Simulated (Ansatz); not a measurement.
# SrNiO3 (cubic perovskite) (Pm-3m): how robust is the cRPA U?, part 2 of 2

Wanted: the sensitivity and cost of U and J for SrNiO3 (cubic perovskite) (Pm-3m).

Ansatz 0.2.0; constrained RPA on LDA, plane waves, PAW.

So far. Step 3 (Changed: 2×2×2 mesh): On the Ni d shell, screening brings the on-site interaction from 27.4 eV down to U = 11.54 eV. Step 5 (Changed: accuracy low): On the Ni d shell, screening brings the on-site interaction from 27.3 eV down to U = 11.50 eV.

The structure was built from a prototype and need not be the compound's stable phase.

### Step 7. Changed: potentials

Contents of input.yaml:

```yaml
crystal:
  lattice:
    - [0.0, -3.73164954, 0.0]
    - [0.0, 0.0, 3.73164954]
    - [-3.73164954, 0.0, 0.0]
  atoms:
    - { symbol: Sr, position: [0.0, 0.0, 0.0] }
    - { symbol: Ni, position: [0.5, 0.5, 0.5] }
    - { symbol: O, position: [0.5, 0.5, 0.0] }
    - { symbol: O, position: [0.5, 0.0, 0.5] }
    - { symbol: O, position: [0.0, 0.5, 0.5] }
kpoints:
  mp_grid: { grid: [6, 6, 6] }
hamiltonian:
  xc: lda
  pseudopotentials: { kind: paw, source: ansatz }
scf:
  occupations: { method: gaussian, width: 0.08 }
  n_extra_bands: 19
  max_iter: 150
  lower_state_search: "off"
output:
  crpa:
    kmesh: [4, 4, 4]
    target_bands: [v12, c2]
    projections: [{ species: Ni, l: d, shell: 3 }, { species: O, l: p, shell: 2 }]
```

The run is started by

```console
ansatz run input.yaml --threads 4 --pin off --max-ram 9216MiB --backend cpu --events-out ev --progress --plain --runs-dir out
```

Numbers of over 12 decimals in the logs are rounded to 6 here.

The log of the run:

```text
[...]
Crystal: 5 atoms, lattice volume = 51.964 Å³
Basis set: ecut = 930 eV, 3407 PW (Γ)
Bands: 42, of which v1, the nominal top of the filled ones, is band 23 counted from 1 (22 counted from 0)
Symmetry: 48 space group operations
[...]
k-points: 20 of 216
[...]
screened: U = 7.7877 eV, U' = 6.3426 eV, J = 0.7145 eV
      screened, to within: U = 6.9e-3 eV, U' = 6.9e-3 eV, J = 9.0e-4 eV
      bare: V = 19.0632 eV, V' = 17.2238 eV, J = 0.9093 eV
    Site 4, 2P, 3 of 3 p orbitals (Wannier functions 12, 13, 14; wannier90's mr 1, 2, 3):
      screened: U = 7.7877 eV, U' = 6.3426 eV, J = 0.7145 eV
      screened, to within: U = 6.9e-3 eV, U' = 6.9e-3 eV, J = 9.0e-4 eV
      bare: V = 19.0632 eV, V' = 17.2238 eV, J = 0.9093 eV
[...]
[key lines of the parts left out:]
SCF converged after 11 iterations
Free energy (F): -10884.638326 eV
Fermi energy:    10.894622 eV
```

Wall time 17 min (4 threads of Arm Neoverse V1, shared host); peak memory 1.2 GiB.

This step gave:

| Property | Result |
| --- | --- |
| U | 11.55 eV |
| U prime (inter-orbital) | 9.925 eV |
| J | 0.8155 eV |
| bare V | 27.39 eV |
| bare J | 0.9641 eV |
| stated bound on U | 0.01401 eV |
| U over bare V | 0.4216 |
| electrons in the window | 24.00 |
| head of the constrained inverse dielectric matrix | 0.3544 |
| least eigenvalue of the projection's overlap | 0.7630 |
| target functions | 14 |
| bands in the sums | 50 |
| width of the target bands | 10.66 eV |
| weight of the projected orbitals in the window | 0.9554 |

On the Ni d shell, screening brings the on-site interaction from 27.4 eV down to U = 11.55 eV.

### Step 8. Changed: volume +6 %

The cell differs from the one that the last finished run ended in (a 3.732 → 3.805 Å, b 3.732 → 3.805 Å, c 3.732 → 3.805 Å).

input.yaml: that of step 7 with these lines changed.

```diff
@@ -2,5 +2,5 @@
   lattice:
-    - [0.0, -3.73164954, 0.0]
-    - [0.0, 0.0, 3.73164954]
-    - [-3.73164954, 0.0, 0.0]
+    - [0.0, -3.8048377198, 0.0]
+    - [0.0, 0.0, 3.8048377198]
+    - [-3.8048377198, 0.0, 0.0]
   atoms:
@@ -15,3 +15,2 @@
   xc: lda
-  pseudopotentials: { kind: paw, source: ansatz }
 scf:
@@ -26 +25,6 @@
     projections: [{ species: Ni, l: d, shell: 3 }, { species: O, l: p, shell: 2 }]
+  local_orbitals:
+    kmesh: [8, 8, 8]
+    orbitals: [{ species: Ni, l: d, shell: 3 }, { species: O, l: p, shell: 2 }]
+    window: { bands: [v12, c2] }
+    seedname: lo
```

The log of the run:

```text
[...]
Crystal: 5 atoms, lattice volume = 55.082 Å³
Basis set: ecut = 420 eV, 1045 PW (Γ)
Bands: 42, of which v1, the nominal top of the filled ones, is band 23 counted from 1 (22 counted from 0)
Symmetry: 48 space group operations
[...]
k-points: 20 of 216
[...]
screened: U = 7.7809 eV, U' = 6.3410 eV, J = 0.7116 eV
      screened, to within: U = 1.2e-2 eV, U' = 1.2e-2 eV, J = 1.0e-3 eV
      bare: V = 18.9826 eV, V' = 17.1536 eV, J = 0.9038 eV
    Site 4, 2P, 3 of 3 p orbitals (Wannier functions 12, 13, 14; wannier90's mr 1, 2, 3):
      screened: U = 7.7809 eV, U' = 6.3410 eV, J = 0.7116 eV
      screened, to within: U = 1.2e-2 eV, U' = 1.2e-2 eV, J = 1.0e-3 eV
      bare: V = 18.9826 eV, V' = 17.1536 eV, J = 0.9038 eV
[...]
[key lines of the parts left out:]
SCF converged after 8 iterations
Free energy (F): -10884.007992 eV
Fermi energy:    9.825899 eV
```

It took 4 min on 4 threads; peak memory 0.66 GiB; 15 min of CPU time.

Numbers from this step:

| Item | Value |
| --- | --- |
| U | 11.54 eV |
| U prime (inter-orbital) | 9.925 eV |
| J | 0.8136 eV |
| bare V | 27.29 eV |
| bare J | 0.9603 eV |
| stated bound on U | 0.02726 eV |
| U over bare V | 0.4229 |
| electrons in the window | 24.00 |
| head of the constrained inverse dielectric matrix | 0.3615 |
| least eigenvalue of the projection's overlap | 0.7658 |
| target functions | 14 |
| bands in the sums | 50 |
| r.m.s. miss of the model bands | 1.33e-4 eV |
| width of the target bands | 10.02 eV |
| weight of the projected orbitals in the window | 0.9572 |

On the Ni d shell, screening brings the on-site interaction from 27.3 eV down to U = 11.54 eV.

### Step 9. Side by side

Times are wall times on 4 threads of Arm Neoverse V1, shared host, good to a factor of about two.

```csv
run,bare V (eV),U (eV),J (eV),bound on U (eV),width (eV),time
target window,27.32,11.530,0.815,0.0251,10.66,3.8 min
2×2×2 mesh,27.39,11.536,0.814,0.0200,10.66,19 s
accuracy low,27.32,11.499,0.814,0.1780,10.66,3.1 min
potentials,27.39,11.547,0.816,0.0140,10.66,17 min
volume +6 %,27.29,11.543,0.814,0.0273,10.02,4 min
```

### Step 10. Summary of results

* target window: U 11.53 eV, J 0.81 eV
* 2×2×2 mesh: U 11.54 eV, J 0.81 eV
* accuracy low: U 11.50 eV, J 0.81 eV
* potentials: U 11.55 eV, J 0.82 eV
* volume +6 %: U 11.54 eV, J 0.81 eV

**Reading.** 2×2×2 mesh moves U by +0.01 eV (within the solver's bounds, for the mean over orbitals) at 0.082 times the time. Accuracy low moves U by −0.03 eV (within the solver's bounds, for the mean over orbitals). Potentials moves U by +0.02 eV (within the solver's bounds, for the mean over orbitals) at 4.3 times the time. Volume +6 % moves U by +0.01 eV (within the solver's bounds, for the mean over orbitals). The printed bound covers the solver alone, not the mesh, and no denser mesh than the base was run. The parent state is non-magnetic and the interaction static (zero frequency); U depends on the window and the orbitals, so it belongs to this model alone. A window that holds the anion p bands defines a model with explicit ligands; its U belongs to that model and is not the U of DFT+U.

[Paths, hosts, dates, memory and timing lines, banners, echoed tables and standing remarks are left out of the program output.]

[Logs are printed without paths, hosts, clocks, repeated set-up lines and the standing remarks that a program may print on its own settings, such as how far it seeks lower states.]

[Runs of the session that timed out or met a known fault of the program may be left out.]

[Hosts, paths, dates, database ids (printed as entryN), source tags and the programs' standing remarks are cut or masked in the printed files.]
